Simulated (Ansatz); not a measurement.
## ScF3 (Pm-3m): a volume series of phonon spectra

Wanted: mode Grüneisen parameters of ScF3 and a free-energy fit over volumes.

Experimental results on record:
- volume expansion coefficient -24 1e-6/K near room temperature (given in “Descriptors for thermal expansion in solids”, 2017, arXiv:1701.03966)

Program: Ansatz 0.2.0. Level of theory: DFT LDA, scalar-relativistic, plane waves, PAW. Results are calculated unless marked as measured.

Experimental background.

“Negative thermal expansion and local lattice distortion in the (Sc1-xTix)F3 and related solid solutions” (2016, arxiv:1612.02755) reports for ScF3, cubic ReO3-type, by synchrotron X-ray powder diffraction, structure refinement (undoped powder): lattice constant a (cubic lattice parameter a) 4.0115 ± 0.0001 Å [room-temperature value].

## 1. The starting structure

It takes space group Pm-3m (No. 221, cubic). The conventional cell has a = 4.012 Å, b = 4.012 Å, c = 4.012 Å, α = 90.00°, β = 90.00°, γ = 90.00°. Nearest to Sc lie 6 F at 2.01 Å. F has 2 Sc at 2.01 Å nearest. Farther neighbours and most contacts between anions are not listed.

## 2. Probe on a coarse mesh

A cheap single point shows whether the cell is a metal or an insulator and how far it is from rest; that sets the k-mesh and the occupations of what follows.

Contents of input.yaml:

```yaml
crystal:
  lattice:
    - [4.01245, 0.0, 0.0]
    - [0.0, 4.01245, 0.0]
    - [0.0, 0.0, 4.01245]
  atoms:
    - { symbol: Sc, position: [0.0, 0.0, 0.0] }
    - { symbol: F, position: [0.5, 0.0, 0.0] }
    - { symbol: F, position: [0.0, 0.5, 0.0] }
    - { symbol: F, position: [0.0, 0.0, 0.5] }
kpoints:
  mp_grid: { grid: [4, 4, 4] }
hamiltonian:
  xc: lda
scf:
  occupations: { method: gaussian, width: 0.1 }
output:
  forces: true
  stress: true
  eigenvalues: true
```

Launch:

```sh
$ ansatz run input.yaml --threads 4 --pin off --max-ram 8192MiB --backend cpu --events-out ev --progress --plain --runs-dir out
```

Numbers of over 12 decimals in the logs are rounded to 6 here.

The program printed:

```text
Engine: ansatz 0.2.0, x86_64-unknown-linux-gnu
Pseudopotentials: kind: paw
Pseudopotential: Sc, paw, valence charge 11, recommended cutoff 420 eV (normal), Sc.paw.azcp
Pseudopotential: F, paw, valence charge 7, recommended cutoff 420 eV (normal), F.paw.azcp
Functional definition: SPW92
  exchange = slater_x
  correlation = pw_c
Crystal: 4 atoms, lattice volume = 64.599 Å³
Basis set: ecut = 420 eV, 1237 PW (Γ)
Bands: 20, of which v1, the nominal top of the filled ones, is band 16 counted from 1 (15 counted from 0)
Symmetry: 48 space group operations
Space group: Pm-3m (ITA 221), of the structure as read, at distance tolerance 4.0e-5 Å
k-points: 10 of 64
Non-local potential: Sc, projectors of the file, l = 0: 3, l = 1: 2, l = 2: 3, l = 3: 1
Non-local potential: F, projectors of the file, l = 0: 2, l = 1: 2, l = 2: 1
PAW form: soft (Blöchl's): semilocal exchange-correlation on the pseudo side does not see the compensation charge
PAW frozen core: Sc, regenerated for the run's functional, and the local potential with it (the file was generated under x = pbe(κ = 0.804, μ = 0.219515), c = pbe(β = 0.066725))
PAW frozen core: F, regenerated for the run's functional, and the local potential with it (the file was generated under x = pbe(κ = 0.804, μ = 0.219515), c = pbe(β = 0.066725))
PAW one-centre angular grid: Sc, 590 points (default); XC on 64 Gauss nodes
PAW one-centre angular grid: F, 110 points (default); XC on 64 Gauss nodes
Initial density: superposition of atomic densities (neutral atoms: chi_scale 0, normalization atom), corrected by the library's trained network
Initial wavefunctions: pseudopotential atomic-orbital guess
Functional: x = slater, c = lda
SCF iter   1: F=—  HF=-4477.825925 eV  |F-HF|=—  |Δ(HF+E_count)|=         —  Δρ=1.81e-2  dr2=1.52e-1  ethr=1.77e-3  ⟨swp⟩=5.3  Hψ=893  notcnv=0
preconditioner: auto → Resta (q_TF=auto, 2.427 Å⁻¹)  ε∞=3.2  [insulator: Δε(μ)=5.911 eV  Ē_g=16.905 eV  σ=0.100 eV  W_gap=1.00  n_scr=18 (ndim 8)  ℏωp=25.3 eV  f_vac=0.292  D(μ)=0.00/eV (n_scr^D=0)  ε∞_Penn≈3.2]
SCF iter   2: F=—  HF=-4477.787194 eV  |F-HF|=—  |Δ(HF+E_count)|=   3.87e-2  Δρ=5.91e-3  dr2=9.07e-3  ethr=4.75e-4  ⟨swp⟩=2.1  Hψ=408  notcnv=0
SCF iter   3: F=—  HF=-4477.784528 eV  |F-HF|=—  |Δ(HF+E_count)|=   2.67e-3  Δρ=1.90e-3  dr2=1.32e-3  ethr=2.83e-5  ⟨swp⟩=2.0  Hψ=329  notcnv=0
SCF iter   4: F=—  HF=-4477.784131 eV  |F-HF|=—  |Δ(HF+E_count)|=   3.98e-4  Δρ=3.16e-4  dr2=4.97e-5  ethr=4.13e-6  ⟨swp⟩=2.8  Hψ=353  notcnv=0
SCF iter   5: F=—  HF=-4477.784127 eV  |F-HF|=—  |Δ(HF+E_count)|=   4.03e-6  Δρ=3.88e-5  dr2=1.33e-6  ethr=1.55e-7  ⟨swp⟩=2.0  Hψ=296  notcnv=0
SCF iter   6: F=—  HF=-4477.784129 eV  |F-HF|=—  |Δ(HF+E_count)|=   1.75e-6  Δρ=1.14e-5  dr2=1.19e-7  ethr=3.13e-10  ⟨swp⟩=5.3  Hψ=839  notcnv=0
SCF iter   7: F=-4477.784129 eV  HF=-4477.784129 eV  |F-HF|=1.76e-8  |Δ(HF+E_count)|=   1.51e-7  Δρ=2.77e-6  dr2=6.09e-9  ethr=3.13e-10  ⟨swp⟩=4.8  Hψ=767  notcnv=0
SCF 1 converged in 7 iterations: F = -4477.784129 eV  dr2 = 6.09e-9
  greatest PAW one-centre occupation: 0.998 electrons in one spin orbital (limit 2), on the Sc atom at site 0 (counted from 0), in its partial waves of l = 0
SCF converged after 7 iterations
Free energy (F): -4477.784129 eV
Harris-Foulkes:  -4477.784129 eV  (|F-HF|=1.76e-8)
Internal energy: -4477.784129 eV  (E = F + TS)
E sigma→0 (E₀):  -4477.784129 eV
Fermi energy:    2.494723 eV
--- Per-component energies (eV) ---
  E_band       = -397.296233
  E_kinetic    = 876.693773
  E_local      = -3371.811273  (includes V_loc(G=0)·N_el)
  E_nonlocal   = 307.365773
  E_hartree    = 1268.729136
  E_xc         = -337.562263
  E_vxc        = -432.052143  (∫ρ·V_xc dr)
  E_paw        = -1470.584150  (= ΣΔE_a)
  E_vpaw       = -314.959725  (= ΣTr[D̂ρ^β])
  E_aug_tail   = 0.006134  (compensation charges beyond the density's cutoff)
  E_ewald      = -1751.265938
  E_core_change = 0.644678  (= ΣΔE_core)
  E_smearing   = -0.000000  (= −TS)
  E_closure    = 0.000000  (closes the sum)
  Σ components = -4477.784129   (vs F -4477.784129, Δ=0.00e0)
--- Forces (eV/Å), atoms counted from 1 ---
  atom   1  Sc    -0.00000000     0.00000000     0.00000000
  atom   2  F     -0.00000000    -0.00000000     0.00000000
  atom   3  F      0.00000000    -0.00000000    -0.00000000
  atom   4  F      0.00000000     0.00000000     0.00000000
  max |Σ_I F_I| component: 2.91e-29 eV/Å
--- Stress (GPa, compression-positive) ---
       -2.961260       0.000000       0.000000
       -0.000000      -2.961260       0.000000
        0.000000       0.000000      -2.961260
  P = ⅓ Tr σ = -2.9613 GPa (-29.613 kbar)
--- Band table (eV; the first three rows and the last of 10) ---
  k-point 0: bands = [... 12 lower, -1.1982, -1.1494, -1.1494, -1.1494, 5.6003, 5.6003, 5.6003, 7.0284]
  k-point 1: bands = [... 12 lower, -1.4551, -1.2624, -1.1626, -1.1626, 5.6207, 6.0596, 6.0596, 7.3820]
  k-point 2: bands = [... 12 lower, -1.7827, -1.3239, -1.1584, -1.1584, 5.6414, 6.5173, 6.5173, 7.3958]
  k-point 9: bands = [... 12 lower, -2.9099, -0.6118, -0.6118, -0.6118, 7.2476, 7.2476, 7.2476, 10.1810]
```

The job ended after 0.41 s (4 threads of Intel Xeon Platinum 8559C (Emerald Rapids), shared host; peak memory 0.35 GiB; 0.93 s of CPU time).

The column dr2 measures how far the density is from self-consistency, as an energy; F and HF (Harris–Foulkes) agree once it is small.

A gap read on the k-mesh alone can miss the band edges.

This step gave:

| Item | Value |
| --- | --- |
| pressure | -2.961 GPa |
| gap on the k-mesh | 6.212 eV |
| volume per atom | 16.15 Å³ |

The start is under -3.0 GPa at this level and looks like an insulator or semiconductor on this mesh.

## 3. Finding the static equilibrium

Phonons are second derivatives about a minimum, so cell and atoms are relaxed first, inside the symmetry of the start.

input.yaml, the sections that differ from step 2:

```yaml
kpoints:
  mp_grid: { grid: [6, 6, 6] }
scf:
  occupations: { method: gaussian, width: 0.02 }
output:
  forces: true
  stress: true
  eigenvalues: true
  write_density: true
  write_potential: true
  elf: true
  volumetric_format: npy
relax:
  adjacent_minimum: "off"
  f_tol: 0.005
  max_steps: 80
  cell: { stress_tol: 0.05 }
# crystal, hamiltonian: as in step 2
```

The program printed:

```text
[...]
Crystal: 4 atoms, lattice volume = 64.599 Å³
Basis set: ecut = 420 eV, 1237 PW (Γ)
Bands: 20, of which v1, the nominal top of the filled ones, is band 16 counted from 1 (15 counted from 0)
Symmetry: 48 space group operations
[...]
k-points: 20 of 216
[...]
SCF iter   1: F=—  HF=-4477.827580 eV  |F-HF|=—  |Δ(HF+E_count)|=         —  Δρ=1.81e-2  dr2=1.53e-1  ethr=1.77e-3  ⟨swp⟩=6.0  Hψ=1783  notcnv=0
[...]
SCF iter   7: F=-4477.785706 eV  HF=-4477.785706 eV  |F-HF|=2.13e-8  |Δ(HF+E_count)|=   1.40e-7  Δρ=2.97e-6  dr2=7.28e-9  ethr=3.13e-10  ⟨swp⟩=7.9  Hψ=2500  notcnv=0
SCF 1 converged in 7 iterations: F = -4477.785706 eV  dr2 = 7.28e-9
[...]
relax step   1: F+E_penalty+E_count = -4477.78570636 eV  Δ(F+E_penalty+E_count) = +0.000e0 eV  max|allowed force component| = 9.302e-30 eV/Å  Δτ_max = 0.0000 Å  P = -2.972 GPa  Ω = 64.599 Å³  (7 SCF iters, dr2 threshold 1.00e-7 eV, accepted)
Crystal: 4 atoms, lattice volume = 63.321 Å³
[...]
iter 1 solved again at ethr=9.99e-6 eV; its pass at ethr=3.10e-3 eV (dr2=3.20e-3 eV) is discarded
[...]
SCF iter   6: F=-4477.807194 eV  HF=-4477.807194 eV  |F-HF|=1.81e-7  |Δ(HF+E_count)|=   3.26e-6  Δρ=6.20e-6  dr2=4.06e-8  ethr=1.25e-9  ⟨swp⟩=9.3  Hψ=2711  notcnv=0
SCF 2 converged in 6 iterations: F = -4477.807194 eV  dr2 = 4.06e-8
relax step   2: F+E_penalty+E_count = -4477.80719445 eV  Δ(F+E_penalty+E_count) = -2.149e-2 eV  max|allowed force component| = 2.127e-29 eV/Å  Δτ_max = 0.0000 Å  P = -0.849 GPa  Ω = 63.321 Å³  energy of the carried Pulay correction = +6.110e-3 eV  (6 SCF iters, dr2 threshold 4.00e-7 eV, accepted)
Crystal: 4 atoms, lattice volume = 62.824 Å³
[...]
SCF iter   5: F=-4477.810881 eV  HF=-4477.810881 eV  |F-HF|=5.46e-7  |Δ(HF+E_count)|=   4.31e-7  Δρ=1.69e-5  dr2=2.98e-7  ethr=1.25e-9  ⟨swp⟩=6.0  Hψ=2538  notcnv=0
SCF 3 converged in 5 iterations: F = -4477.810881 eV  dr2 = 2.98e-7
relax step   3: F+E_penalty+E_count = -4477.81088110 eV  Δ(F+E_penalty+E_count) = -3.687e-3 eV  max|allowed force component| = 6.418e-30 eV/Å  Δτ_max = 0.0000 Å  P = +0.031 GPa  Ω = 62.824 Å³  energy of the carried Pulay correction = +8.518e-3 eV  (5 SCF iters, dr2 threshold 4.00e-7 eV, accepted)
[...]
relax step   4: F+E_penalty+E_count = -4477.80341943 eV  Δ(F+E_penalty+E_count) = +7.462e-3 eV  max|allowed force component| = 2.835e-29 eV/Å  Δτ_max = 0.0000 Å  P = -0.200 GPa  Ω = 62.824 Å³  stress off target by 2.00e-1 GPa  SCF on the basis re-selected at this cell (its energy is not comparable with the rows above)  (6 SCF iters)
[...]
relax step   5: F+E_penalty+E_count = -4477.80403391 eV  Δ(F+E_penalty+E_count) = -6.145e-4 eV  max|allowed force component| = 2.217e-29 eV/Å  Δτ_max = 0.0000 Å  P = -0.001 GPa  Ω = 62.712 Å³  energy of the carried Pulay correction = +5.442e-4 eV  (5 SCF iters, dr2 threshold 9.97e-8 eV, accepted)
[...]
SCF iter   1: F=—  HF=-4477.803719 eV  |F-HF|=—  |Δ(HF+E_count)|=         —  Δρ=1.53e-5  dr2=3.54e-8  ethr=1.82e-7  ⟨swp⟩=3.0  Hψ=2684  notcnv=0
eigensolver tolerance schedule: the retry pair's looser diagonalisation over-reported the residual by 1644.31 of it (diagonalisation noise at 0.11 of the residual, at the tolerance the schedule requests for it); recorded, not acted on — ethr = c·dr2/N_el stays at c = 1.0e-1
[...]
SCF iter   2: F=—  HF=-4477.803719 eV  |F-HF|=—  |Δ(HF+E_count)|=   1.07e-7  Δρ=6.38e-6  dr2=1.40e-8  ethr=1.11e-10  ⟨swp⟩=2.0  Hψ=700  notcnv=0
[...]
SCF iter   5: F=-4477.803719 eV  HF=-4477.803719 eV  |F-HF|=2.46e-11  |Δ(HF+E_count)|=  7.42e-10  Δρ=1.34e-7  dr2=1.65e-11  ethr=1.00e-12  ⟨swp⟩=4.0  Hψ=1835  notcnv=0
SCF 6 converged in 5 iterations: F = -4477.803719 eV  dr2 = 1.65e-11
relax step   6: F+E_penalty+E_count = -4477.80371928 eV  Δ(F+E_penalty+E_count) = +3.146e-4 eV  max|allowed force component| = 2.514e-29 eV/Å  Δτ_max = 0.0000 Å  P = -0.010 GPa  Ω = 62.712 Å³  stress off target by 1.02e-2 GPa  SCF on the basis re-selected at this cell (its energy is not comparable with the rows above)  (5 SCF iters)
[...]
SCF converged after 5 iterations
Free energy (F): -4477.803719 eV
[...]
Internal energy: -4477.803719 eV  (E = F + TS)
E sigma→0 (E₀):  -4477.803719 eV
Fermi energy:    2.802561 eV
[...]
--- Stress (GPa, compression-positive) ---
       -0.010182       0.000000       0.000000
        0.000000      -0.010182      -0.000000
        0.000000      -0.000000      -0.010182
  P = ⅓ Tr σ = -0.0102 GPa (-0.102 kbar)
--- Band table (eV; the first three rows and the last of 20) ---
  k-point 0: bands = [... 12 lower, -0.9950, -0.9208, -0.9208, -0.9208, 5.9839, 5.9839, 5.9839, 7.3316]
  k-point 1: bands = [... 12 lower, -1.1145, -1.0295, -0.9403, -0.9403, 5.9949, 6.2281, 6.2281, 7.6898]
  k-point 2: bands = [... 12 lower, -1.4098, -1.0955, -0.9401, -0.9401, 6.0172, 6.7138, 6.7138, 7.9034]
  k-point 19: bands = [... 12 lower, -2.7833, -0.3787, -0.3787, -0.3787, 7.7317, 7.7317, 7.7317, 10.7976]
--- Relaxed structure (4 steps of the walk, 4 accepted, 2 SCFs on fresh bases) ---
  F+E_penalty+E_count = -4477.80371928 eV   max|allowed force component| = 2.514e-29 eV/Å   (the final SCF, on the basis selected at the relaxed cell)
  cell:  # Å, volume = 62.7116 Å³
    - [3.972977, 0, 0]
    - [0, 3.972977, 0]
    - [0, 0, 3.972977]
  atoms:
    - { symbol: Sc, position: [0, 0, 0] }
    - { symbol: F, position: [0.500000, 0, 0] }
    - { symbol: F, position: [0, 0.500000, 0] }
    - { symbol: F, position: [0, 0, 0.500000] }
```

Elapsed: 2.1 s, on 4 threads; peak memory 0.41 GiB.

The steps of the relaxation:

```tsv
step	energy less that of the first step (eV)	largest force component (eV/Å)	pressure (GPa)	volume (Å³)
1	0.0000	0.0000	-2.97	64.60
2	-0.0215	0.0000	-0.85	63.32
3	-0.0252	0.0000	0.03	62.82
4*	-0.0177	0.0000	-0.20	62.82
5	-0.0183	0.0000	0.00	62.71
6*	-0.0180	0.0000	-0.01	62.71
```

Relaxation steps marked * repeat the geometry before them on a plane-wave basis chosen anew for their cell, so energy and pressure can jump there.

The run keeps the 48 symmetry operations that it works with, so distortions that break them were not tested.

```tsv
conventional cell, symmetrised	before	after	change
a (Å)	4.012	3.973	-1.0 %
b (Å)	4.012	3.973	-1.0 %
c (Å)	4.012	3.973	-1.0 %
volume (Å³/atom)	16.15	15.68	-2.9 %
```

Numbers from this step:

- pressure: -0.01018 GPa
- gap on the k-mesh: 6.363 eV
- volume per atom: 15.68 Å³

Electrostatic potential energy in the ac plane at fractional y = 0.000, with atoms of Sc and F within 0.2 Å of it. With pseudopotentials it is smooth inside the atoms' cores, unlike the true potential.

Ten even steps from '0' (-60 eV) to '9' (9 eV), each cell a mean:
```
00478532368630
23678855688753
66789999999876
88899999999988
67999999999986
24799999999963
23699999999952
23799999999953
46899999999985
88999999999988
67889999999877
34689876798764
01478633478630
00368422268620
```
Columns run along a (4.0 Å; values clipped at the 3rd and 97th percentile), rows up along c (4.0 Å). Atoms in or near the plane, at fractional coordinates: Sc at (0.00, 0.00), F at (0.50, 0.00), F at (0.00, 0.50).

ELF in the ac plane at fractional y = 0.000, with atoms of Sc and F within 0.2 Å of it. It is the smooth field of the valence electrons, not physical close to the nuclei.

Ten even steps from '0' (0.00) to '9' (0.80), each cell a mean:
```
47825997993486
88614999982278
54101688841024
33200245310123
98730001001489
89972000003899
58983000015897
79972000004899
99851000002699
55310123200145
32101578730012
87413899972168
58725998983487
15835975893584
```
Columns run along a (4.0 Å), rows up along c (4.0 Å). Atoms in or near the plane, at fractional coordinates: Sc at (0.00, 0.00), F at (0.50, 0.00), F at (0.00, 0.50).

Valence density in the ac plane at fractional y = 0.000, with atoms of Sc and F within 0.2 Å of it. It is the smooth field of the valence electrons, not physical close to the nuclei.

Ten even steps from '0' (0 e/Å³) to '9' (13 e/Å³), each cell a mean:
```
54100257410024
32000022100012
00000000000000
00000000000000
11000000000001
63100000000014
96100000000027
74100000000025
21000000000002
00000000000000
00000000000000
21000011100001
43100146310024
54200279610035
```
Columns run along a (4.0 Å), rows up along c (4.0 Å). Atoms in or near the plane, at fractional coordinates: Sc at (0.00, 0.00), F at (0.50, 0.00), F at (0.00, 0.50).

The relaxation ends with a pressure of -0.01 GPa.

(Part 1 of 4 ends here.)

[Logs are printed without paths, hosts, clocks, repeated set-up lines and the standing remarks that a program may print on its own settings, such as how far it seeks lower states.]

[Hosts, paths, dates, database ids (printed as entryN), source tags and the programs' standing remarks are cut or masked in the printed files.]

[A step with changed settings may run another functional than the one named; its input shows which.]


